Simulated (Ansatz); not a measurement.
## A scaling study of G0W0 on Al3GaN4 (P-43m)

Wanted: scaling of time and memory of G0W0 for Al3GaN4 (P-43m), at one physical accuracy.

Calculated with Ansatz 0.2.0; G0W0 on PBEsol, plane waves, PAW.

## Step 1: The starting structure

Symmetry: P-43m, No. 215, cubic system. Conventional cell: a = 4.401 Å, b = 4.401 Å, c = 4.401 Å, α = 90.00°, β = 90.00°, γ = 90.00°. Nearest to Al lie 4 N at 1.89 Å. Nearest to Ga lie 4 N at 1.95 Å. Nearest to N lie 3 Al at 1.89 Å and 1 Ga at 1.95 Å. Farther neighbours and most contacts between anions are not listed.

Coordinates:

```
Al Ga N
1.0
     4.40144    0.00000    0.00000
     0.00000    4.40144    0.00000
     0.00000    0.00000    4.40144
Al Ga N
3 1 4
Direct
  0.50000 0.50000 0.00000
  0.50000 0.00000 0.50000
  0.00000 0.50000 0.50000
  0.00000 0.00000 0.00000
  0.74416 0.74416 0.25584
  0.74416 0.25584 0.74416
  0.25584 0.74416 0.74416
  0.25584 0.25584 0.25584
```

The cell and positions are those that the Materials Project relaxed with its own functionals (PBE, PBE+U or r2SCAN), kept fixed. The default PAW set here is soft_2. Its files were made with PBE.

## Step 2: 8 atoms (1×1×1 cells), 2×2×2 mesh

Now the one-shot GW correction: screening in the RPA, then the self-energy of the levels asked for.

The input, input.yaml:

```yaml
crystal:
  lattice:
    - [4.40143853, 0.0, 0.0]
    - [0.0, 4.40143853, 0.0]
    - [0.0, 0.0, 4.40143853]
  atoms:
    - { symbol: Al, position: [0.5, 0.5, 0.0] }
    - { symbol: Al, position: [0.5, 0.0, 0.5] }
    - { symbol: Al, position: [0.0, 0.5, 0.5] }
    - { symbol: Ga, position: [0.0, 0.0, 0.0] }
    - { symbol: "N", position: [0.74416343, 0.74416343, 0.25583657] }
    - { symbol: "N", position: [0.74416343, 0.25583657, 0.74416343] }
    - { symbol: "N", position: [0.25583657, 0.74416343, 0.74416343] }
    - { symbol: "N", position: [0.25583657, 0.25583657, 0.25583657] }
kpoints:
  mp_grid: { grid: [2, 2, 2] }
hamiltonian:
  xc: pbesol
scf:
  occupations: { method: fixed }
gw:
  n_empty_bands: 89
  ecut_chi: 60.0
  qp_bands: [v1, c1]
  qp_kpoints: band_edges
  screening: { model: contour_deformation }
```

Launch:

```bash
$ ansatz run input.yaml --threads 16 --pin off --max-ram 36864MiB --backend cpu --events-out ev --progress --plain --runs-dir out
```

Numbers of over 12 decimals in the logs are rounded to 6 here.

The log of the run:

```text
Engine: ansatz 0.2.0, aarch64-unknown-linux-gnu
Pseudopotentials: kind: paw
Pseudopotential: Al, paw, valence charge 3, recommended cutoff 420 eV (normal), Al.paw.azcp
Pseudopotential: Ga, paw, valence charge 13, recommended cutoff 420 eV (normal), Ga.paw.azcp
Pseudopotential: N, paw, valence charge 5, recommended cutoff 420 eV (normal), N.paw.azcp
Functional definition: PBEsol
  exchange = pbesol_x
  correlation = pbesol_c
Crystal: 8 atoms, lattice volume = 85.268 Å³
Basis set: ecut = 420 eV, 1743 PW (Γ)
Bands: 29, of which v1, the nominal top of the filled ones, is band 21 counted from 1 (20 counted from 0)
Symmetry: 24 space group operations
Space group: P-43m (ITA 215), of the structure as read, at distance tolerance 4.4e-5 Å
k-points: 4 of 8
Non-local potential: Al, projectors of the file, l = 0: 2, l = 1: 2, l = 2: 1
Non-local potential: Ga, projectors of the file, l = 0: 2, l = 1: 2, l = 2: 3, l = 3: 1
Non-local potential: N, projectors of the file, l = 0: 2, l = 1: 2, l = 2: 1
PAW form: soft (Blöchl's): semilocal exchange-correlation on the pseudo side does not see the compensation charge
PAW frozen core: Al, regenerated for the run's functional, and the local potential with it (the file was generated under x = pbe(κ = 0.804, μ = 0.219515), c = pbe(β = 0.066725))
PAW frozen core: Ga, regenerated for the run's functional, and the local potential with it (the file was generated under x = pbe(κ = 0.804, μ = 0.219515), c = pbe(β = 0.066725))
PAW frozen core: N, regenerated for the run's functional, and the local potential with it (the file was generated under x = pbe(κ = 0.804, μ = 0.219515), c = pbe(β = 0.066725))
PAW one-centre angular grid: Al, 110 points (default); XC on 64 Gauss nodes
PAW one-centre angular grid: Ga, 590 points (default); XC on 64 Gauss nodes
PAW one-centre angular grid: N, 110 points (default); XC on 64 Gauss nodes
Initial density: superposition of atomic densities (neutral atoms: chi_scale 0, normalization atom), corrected by the library's trained network
Initial wavefunctions: pseudopotential atomic-orbital guess
Functional: x = pbesol(κ = 0.804, μ = 0.123457), c = pbesol(β = 0.046)
SCF iter   1: F=—  HF=-6840.441238 eV  |F-HF|=—  |Δ(HF+E_count)|=         —  Δρ=8.98e-3  dr2=6.76e-2  ethr=1.77e-3  ⟨swp⟩=4.8  Hψ=459  notcnv=0  defer=20
preconditioner: auto → Resta (q_TF=auto, 2.425 Å⁻¹)  ε∞=4.1  [insulator: Δε(μ)=3.189 eV  Ē_g=14.762 eV  n_scr=18 (ndim 8)  ℏωp=26.1 eV  f_vac=0.000  ε∞_Penn≈4.1]
SCF iter   2: F=—  HF=-6840.421790 eV  |F-HF|=—  |Δ(HF+E_count)|=   1.94e-2  Δρ=1.36e-3  dr2=1.44e-3  ethr=1.61e-4  ⟨swp⟩=2.5  Hψ=220  notcnv=0  defer=20
SCF iter   3: F=—  HF=-6840.421584 eV  |F-HF|=—  |Δ(HF+E_count)|=   2.06e-4  Δρ=6.55e-4  dr2=3.00e-4  ethr=3.42e-6  ⟨swp⟩=2.0  Hψ=128  notcnv=0  defer=20
SCF iter   4: F=—  HF=-6840.421554 eV  |F-HF|=—  |Δ(HF+E_count)|=   2.99e-5  Δρ=8.35e-5  dr2=5.38e-6  ethr=7.14e-7  ⟨swp⟩=2.5  Hψ=172  notcnv=0  defer=15
SCF iter   5: F=—  HF=-6840.421556 eV  |F-HF|=—  |Δ(HF+E_count)|=   2.37e-6  Δρ=6.31e-5  dr2=1.93e-6  ethr=1.28e-8  ⟨swp⟩=2.0  Hψ=184  notcnv=0  defer=15
SCF iter   6: F=-6840.421554 eV  HF=-6840.421554 eV  |F-HF|=3.28e-9  |Δ(HF+E_count)|=   1.63e-6  Δρ=7.79e-6  dr2=2.80e-8  ethr=2.38e-10  ⟨swp⟩=9.5  Hψ=566  notcnv=0
SCF 1 converged in 6 iterations: F = -6840.421554 eV  dr2 = 2.80e-8
[...]
NSCF: frozen V_eff on 4 k-points
G₀W₀ screening: q 1/4
[... further progress lines ...]
SCF converged after 6 iterations
Free energy (F): -6840.421554 eV
Harris-Foulkes:  -6840.421554 eV  (|F-HF|=3.28e-9)
Internal energy: -6840.421554 eV  (E = F + TS)
E sigma→0 (E₀):  -6840.421554 eV
Fermi energy:    7.574645 eV
--- Per-component energies (eV) ---
  E_band       = 23.582779
  E_kinetic    = 723.737902
  E_local      = -3061.593491  (includes V_loc(G=0)·N_el)
  E_nonlocal   = 642.487453
  E_hartree    = 1341.244831
  E_xc         = -429.667005
  E_vxc        = -456.141074  (∫ρ·V_xc dr)
  E_paw        = -3809.507816  (= ΣΔE_a)
  E_vpaw       = -507.395613  (= ΣTr[D̂ρ^β])
  E_aug_tail   = 0.000324  (compensation charges beyond the density's cutoff)
  E_ewald      = -2248.156541
  E_core_change = 1.032790  (= ΣΔE_core)
  E_smearing   = -0.000000  (= −TS)
  E_closure    = -0.000000  (closes the sum)
  Σ components = -6840.421554   (vs F -6840.421554, Δ=0.00e0)
--- Band table (eV) ---
  k-point 0: bands = [... 17 lower, 5.5883, 7.5746, 7.5746, 7.5746, 10.8819, 10.8819, 10.8819, 11.0072, ... 4 higher]
  k-point 1: bands = [... 17 lower, 6.3598, 6.3598, 6.6326, 6.6326, 13.0969, 13.1598, 13.6210, 13.6210, ... 4 higher]
  k-point 2: bands = [... 17 lower, 6.7337, 7.0284, 7.0447, 7.0447, 14.8283, 15.0383, 15.0383, 15.2782, ... 4 higher]
  k-point 3: bands = [... 17 lower, 6.9744, 7.2035, 7.2035, 7.2035, 13.0198, 14.4950, 14.4950, 14.4950, ... 4 higher]
--- G₀W₀: contour deformation, 5 samples at zero and on the imaginary axis and 1 off it, 8 q-points, 89 empty bands' worth ---
  eigenvalues of the whole cell's RPA ε∞ on this k-mesh (on a slab, of 1 + 4πα/V) = 6.1222, 6.1222, 6.1222; static W/v taken at q = 0 is 0.163341
  bands read: the sum over 110 bands ends inside a degenerate multiplet in 4 slots, whose members it reads at an even weight; the widest, k=3: bands 110 to 112 (counted from 1) at 1/3 each
  gw.qp_kpoints: band_edges: 4 of 4 stored k-points solved, in 1 pass; an edge of the gap read off the rows below is read off those points alone
    ik  band        ε_KS         Σx   Σc(E_QP)       V_xc       Z   E_QP_lin       E_QP  E_QP is
     0    21      7.5746   -22.0906     3.8712   -17.9820  0.7715     7.3365     7.3372  root
     0    22     10.8819    -6.8584    -3.9593   -11.4505  0.8110    11.5196    11.5148  root
     1    21      6.6326   -21.9283     3.9868   -17.5505  0.7673     6.2393     6.2415  root
     1    22     13.0969    -8.4881    -4.2053   -13.6397  0.7955    14.0566    14.0432  root
     2    21      7.0447   -22.0086     3.8545   -17.8619  0.7693     6.7513     6.7525  root
     2    22     14.8283   -10.6048    -4.7057   -16.8451  0.7765    16.4084    16.3628  root
     3    21      7.2035   -22.2908     3.8183   -18.1921  0.7704     6.9221     6.9231  root
     3    22     13.0198    -9.7110    -4.3865   -15.3945  0.8041    14.3412    14.3169  root
```

Run time: 1 s. Hardware: 16 threads of Arm Neoverse V2, shared host; peak memory 0.41 GiB; 7.5 s of CPU time.

In the SCF lines HF is the Harris–Foulkes energy and dr2 the Hartree energy of the density residual, in eV; the loop may stop once dr2 is under the threshold and the program's other checks hold. Hψ counts applications of the Hamiltonian.

Numbers from this step:

- bands summed: 110
- RPA ε∞ on this mesh (eigenvalues): 6.122, 6.122, 6.122
- plane waves in the screening matrix: 81
- q-points in the mesh: 8
- G0W0 gap on the mesh: 4.178 eV
- k of the valence top: 0, 0, 0
- k of the conduction bottom: 0, 0, 0
- starting gap on the mesh: 3.307 eV
- Z at the valence top: 0.7715
- Z at the conduction bottom: 0.8110
- least direct G0W0 gap on the computed points: 4.178 eV

The gap on the mesh goes from 3.31 eV to 4.18 eV, a correction of +0.87 eV. Between the two edge states, bare exchange in place of the xc potential would open the gap by 8.70 eV, and correlation takes back 7.83 eV.

## Step 3: No symmetry, 2×2×2 mesh

Changes to input.yaml since step 2:

```diff
@@ -14,2 +14,3 @@
     - { symbol: "N", position: [0.25583657, 0.25583657, 0.25583657] }
+  symmetry: { detect: false }
 kpoints:
```

The log of the run:

```text
[...]
Crystal: 8 atoms, lattice volume = 85.268 Å³
Basis set: ecut = 420 eV, 1743 PW (Γ)
Bands: 29, of which v1, the nominal top of the filled ones, is band 21 counted from 1 (20 counted from 0)
Symmetry: 1 space group operations
k-points: 8
[...]
SCF iter   1: F=—  HF=-6840.441248 eV  |F-HF|=—  |Δ(HF+E_count)|=         —  Δρ=8.98e-3  dr2=6.75e-2  ethr=1.77e-3  ⟨swp⟩=4.9  Hψ=923  notcnv=0  defer=42
[...]
3    22     14.8283   -10.6048    -4.7057   -16.8451  0.7765    16.4084    16.3628  root
[...]
6    21      7.0447   -22.0087     3.8545   -17.8619  0.7693     6.7513     6.7524  root
     6    22     14.8283   -10.6048    -4.7057   -16.8451  0.7765    16.4084    16.3628  root
     7    21      7.2035   -22.2908     3.8183   -18.1921  0.7704     6.9220     6.9231  root
     7    22     13.0198    -9.7110    -4.3865   -15.3945  0.8041    14.3412    14.3169  root
[key lines of the parts left out:]
SCF converged after 6 iterations
Free energy (F): -6840.421554 eV
Fermi energy:    7.574628 eV
```

The job ended after 1.7 s (16 threads; peak memory 0.56 GiB; 16 s of CPU time).

This step gave:

```
bands summed                                 : 110
RPA ε∞ on this mesh (eigenvalues)            : 6.122, 6.122, 6.122
plane waves in the screening matrix          : 81
G0W0 gap on the mesh                         : 4.178 eV
k of the valence top                         : 0, 0, 0
k of the conduction bottom                   : 0, 0, 0
starting gap on the mesh                     : 3.307 eV
least direct G0W0 gap on the computed points : 4.178 eV
```

Against the run with 2×2×2 mesh, 89 empty bands, screening to 60 eV, the gap moves by +0.000 eV.

## Step 4: 1 thread, 2×2×2 mesh

Changes to input.yaml since step 3:

```diff
@@ -14,3 +14,2 @@
     - { symbol: "N", position: [0.25583657, 0.25583657, 0.25583657] }
-  symmetry: { detect: false }
 kpoints:
```

Launch:

```bash
$ ansatz run input.yaml --threads 1 --pin off --max-ram 36864MiB --backend cpu --events-out ev --progress --plain --runs-dir out
```

The log of the run:

```text
[...]
Crystal: 8 atoms, lattice volume = 85.268 Å³
Basis set: ecut = 420 eV, 1743 PW (Γ)
Bands: 29, of which v1, the nominal top of the filled ones, is band 21 counted from 1 (20 counted from 0)
Symmetry: 24 space group operations
[...]
k-points: 4 of 8
[...]
1    21      6.6326   -21.9283     3.9868   -17.5505  0.7673     6.2393     6.2415  root
     1    22     13.0969    -8.4881    -4.2053   -13.6397  0.7955    14.0566    14.0432  root
     2    21      7.0447   -22.0086     3.8545   -17.8619  0.7693     6.7513     6.7525  root
     2    22     14.8283   -10.6048    -4.7057   -16.8451  0.7765    16.4084    16.3628  root
     3    21      7.2035   -22.2908     3.8183   -18.1921  0.7704     6.9221     6.9231  root
     3    22     13.0198    -9.7110    -4.3865   -15.3945  0.8041    14.3412    14.3169  root
[key lines of the parts left out:]
SCF converged after 6 iterations
Free energy (F): -6840.421554 eV
Fermi energy:    7.574645 eV
```

Wall time 5.1 s (1 thread); peak memory 0.29 GiB.

(Unchanged from step 3.)

Against the run with 2×2×2 mesh, 89 empty bands, screening to 60 eV, the gap moves by +0.000 eV.

## Step 5: 2 threads, 2×2×2 mesh

input.yaml is that of step 4.

Launch:

```bash
$ ansatz run input.yaml --threads 2 --pin off --max-ram 36864MiB --backend cpu --events-out ev --progress --plain --runs-dir out
```

The log of the run:

```text
[...]
Crystal: 8 atoms, lattice volume = 85.268 Å³
Basis set: ecut = 420 eV, 1743 PW (Γ)
Bands: 29, of which v1, the nominal top of the filled ones, is band 21 counted from 1 (20 counted from 0)
Symmetry: 24 space group operations
[...]
k-points: 4 of 8
[...]
1    21      6.6326   -21.9283     3.9868   -17.5505  0.7673     6.2393     6.2415  root
     1    22     13.0969    -8.4881    -4.2053   -13.6397  0.7955    14.0566    14.0432  root
     2    21      7.0447   -22.0086     3.8545   -17.8619  0.7693     6.7513     6.7525  root
     2    22     14.8283   -10.6048    -4.7057   -16.8451  0.7765    16.4084    16.3628  root
     3    21      7.2035   -22.2908     3.8183   -18.1921  0.7704     6.9221     6.9231  root
     3    22     13.0198    -9.7110    -4.3865   -15.3945  0.8041    14.3412    14.3169  root
[key lines of the parts left out:]
SCF converged after 6 iterations
Free energy (F): -6840.421554 eV
Fermi energy:    7.574645 eV
```

Elapsed: 2.8 s, on 2 threads; peak memory 0.33 GiB.

Numbers from this step:

- bands summed: 110
- RPA ε∞ on this mesh (eigenvalues): 6.122, 6.122, 6.122
- plane waves in the screening matrix: 81
- G0W0 gap on the mesh: 4.178 eV
- k of the valence top: 0, 0, 0
- k of the conduction bottom: 0, 0, 0
- starting gap on the mesh: 3.307 eV
- least direct G0W0 gap on the computed points: 4.178 eV

Against the run with 2×2×2 mesh, 89 empty bands, screening to 60 eV, the gap moves by +0.000 eV.

## Step 6: 4 threads, 2×2×2 mesh

input.yaml is that of step 5.

Launch:

```bash
$ ansatz run input.yaml --threads 4 --pin off --max-ram 36864MiB --backend cpu --events-out ev --progress --plain --runs-dir out
```

The log of the run:

```text
[...]
Crystal: 8 atoms, lattice volume = 85.268 Å³
Basis set: ecut = 420 eV, 1743 PW (Γ)
Bands: 29, of which v1, the nominal top of the filled ones, is band 21 counted from 1 (20 counted from 0)
Symmetry: 24 space group operations
[...]
k-points: 4 of 8
[...]
1    21      6.6326   -21.9283     3.9868   -17.5505  0.7673     6.2393     6.2415  root
     1    22     13.0969    -8.4881    -4.2053   -13.6397  0.7955    14.0566    14.0432  root
     2    21      7.0447   -22.0086     3.8545   -17.8619  0.7693     6.7513     6.7525  root
     2    22     14.8283   -10.6048    -4.7057   -16.8451  0.7765    16.4084    16.3628  root
     3    21      7.2035   -22.2908     3.8183   -18.1921  0.7704     6.9221     6.9231  root
     3    22     13.0198    -9.7110    -4.3865   -15.3945  0.8041    14.3412    14.3169  root
[key lines of the parts left out:]
SCF converged after 6 iterations
Free energy (F): -6840.421554 eV
Fermi energy:    7.574645 eV
```

Elapsed: 1.7 s, on 4 threads; peak memory 0.4 GiB.

Numbers from this step:

- bands summed: 110
- RPA ε∞ on this mesh (eigenvalues): 6.122, 6.122, 6.122
- plane waves in the screening matrix: 81
- G0W0 gap on the mesh: 4.178 eV
- k of the valence top: 0, 0, 0
- k of the conduction bottom: 0, 0, 0
- starting gap on the mesh: 3.307 eV
- least direct G0W0 gap on the computed points: 4.178 eV

Against the run with 2×2×2 mesh, 89 empty bands, screening to 60 eV, the gap moves by +0.000 eV.

## Step 7: 8 threads, 2×2×2 mesh

input.yaml is that of step 6.

Launch:

```bash
$ ansatz run input.yaml --threads 8 --pin off --max-ram 36864MiB --backend cpu --events-out ev --progress --plain --runs-dir out
```

The log of the run:

```text
[...]
Crystal: 8 atoms, lattice volume = 85.268 Å³
Basis set: ecut = 420 eV, 1743 PW (Γ)
Bands: 29, of which v1, the nominal top of the filled ones, is band 21 counted from 1 (20 counted from 0)
Symmetry: 24 space group operations
[...]
k-points: 4 of 8
[...]
1    21      6.6326   -21.9283     3.9868   -17.5505  0.7673     6.2393     6.2415  root
     1    22     13.0969    -8.4881    -4.2053   -13.6397  0.7955    14.0566    14.0432  root
     2    21      7.0447   -22.0086     3.8545   -17.8619  0.7693     6.7513     6.7525  root
     2    22     14.8283   -10.6048    -4.7057   -16.8451  0.7765    16.4084    16.3628  root
     3    21      7.2035   -22.2908     3.8183   -18.1921  0.7704     6.9221     6.9231  root
     3    22     13.0198    -9.7110    -4.3865   -15.3945  0.8041    14.3412    14.3169  root
[key lines of the parts left out:]
SCF converged after 6 iterations
Free energy (F): -6840.421554 eV
Fermi energy:    7.574645 eV
```

Run time: 1.2 s. Hardware: 8 threads; peak memory 0.41 GiB.

(Unchanged from step 3.)

Against the run with 2×2×2 mesh, 89 empty bands, screening to 60 eV, the gap moves by +0.000 eV.

## Step 8: 16 atoms (2×1×1 cells), 1×2×2 mesh

The input, input.yaml:

```yaml
crystal:
  lattice:
    - [8.80287706, 0.0, 0.0]
    - [0.0, 4.40143853, 0.0]
    - [0.0, 0.0, 4.40143853]
  atoms:
    - { symbol: Al, position: [0.25, 0.5, 0.0] }
    - { symbol: Al, position: [0.25, 0.0, 0.5] }
    - { symbol: Al, position: [0.0, 0.5, 0.5] }
    - { symbol: Ga, position: [0.0, 0.0, 0.0] }
    - { symbol: "N", position: [0.372081715, 0.74416343, 0.25583657] }
    - { symbol: "N", position: [0.372081715, 0.25583657, 0.74416343] }
    - { symbol: "N", position: [0.127918285, 0.74416343, 0.74416343] }
    - { symbol: "N", position: [0.127918285, 0.25583657, 0.25583657] }
    - { symbol: Al, position: [0.75, 0.5, 0.0] }
    - { symbol: Al, position: [0.75, 0.0, 0.5] }
    - { symbol: Al, position: [0.5, 0.5, 0.5] }
    - { symbol: Ga, position: [0.5, 0.0, 0.0] }
    - { symbol: "N", position: [0.872081715, 0.74416343, 0.25583657] }
    - { symbol: "N", position: [0.872081715, 0.25583657, 0.74416343] }
    - { symbol: "N", position: [0.627918285, 0.74416343, 0.74416343] }
    - { symbol: "N", position: [0.627918285, 0.25583657, 0.25583657] }
kpoints:
  mp_grid: { grid: [1, 2, 2] }
hamiltonian:
  xc: pbesol
scf:
  occupations: { method: fixed }
gw:
  n_empty_bands: 178
  ecut_chi: 60.0
  qp_bands: [v1, c1]
  qp_kpoints: band_edges
  screening: { model: contour_deformation }
```

Launch:

```bash
$ ansatz run input.yaml --threads 16 --pin off --max-ram 36864MiB --backend cpu --events-out ev --progress --plain --runs-dir out
```

The log of the run:

```text
[...]
Crystal: 16 atoms, lattice volume = 170.535 Å³
Basis set: ecut = 420 eV, 3397 PW (Γ)
Bands: 58, of which v1, the nominal top of the filled ones, is band 42 counted from 1 (41 counted from 0)
Symmetry: 16 space group operations
[...]
k-points: 3 of 4
[...]
0    42      7.5747   -22.0906     3.8709   -17.9820  0.7715     7.3363     7.3370  root
     0    43     10.8819    -6.8583    -3.9593   -11.4504  0.8110    11.5195    11.5147  root
     1    42      7.0447   -22.0086     3.8542   -17.8619  0.7693     6.7510     6.7522  root
     1    43     13.0969    -8.4881    -4.2054   -13.6397  0.7955    14.0566    14.0431  root
     2    42      7.2036   -22.2908     3.8178   -18.1921  0.7703     6.9216     6.9227  root
     2    43     13.0198    -9.7110    -4.3864   -15.3946  0.8041    14.3413    14.3170  root
[key lines of the parts left out:]
SCF converged after 6 iterations
Free energy (F): -13680.843109 eV
Fermi energy:    7.574665 eV
```

Wall time 3.4 s (16 threads); peak memory 0.78 GiB; 28 s of CPU time.

Numbers from this step:

- bands summed: 220
- RPA ε∞ on this mesh (eigenvalues): 6.122, 6.122, 6.122
- plane waves in the screening matrix: 175
- G0W0 gap on the mesh: 4.178 eV
- k of the valence top: 0, 0, 0
- k of the conduction bottom: 0, 0, 0
- starting gap on the mesh: 3.307 eV
- least direct G0W0 gap on the computed points: 4.178 eV

The gap on the mesh goes from 3.31 eV to 4.18 eV, a correction of +0.87 eV. Between the two edge states, bare exchange in place of the xc potential would open the gap by 8.70 eV, and correlation takes back 7.83 eV.

[end of part 1 of 2]

[Paths, hosts, dates, memory and timing lines, banners, echoed tables and standing remarks are left out of the program output.]

[Logs are printed without paths, hosts, clocks, repeated set-up lines and the standing remarks that a program may print on its own settings, such as how far it seeks lower states.]

[Runs of the session that timed out or met a known fault of the program may be left out.]

[Cells called generated may have been cut or substituted from an entry of the Crystallography Open Database or the Materials Project.]

[Hosts, paths, dates, database ids (printed as entryN), source tags and the programs' standing remarks are cut or masked in the printed files.]
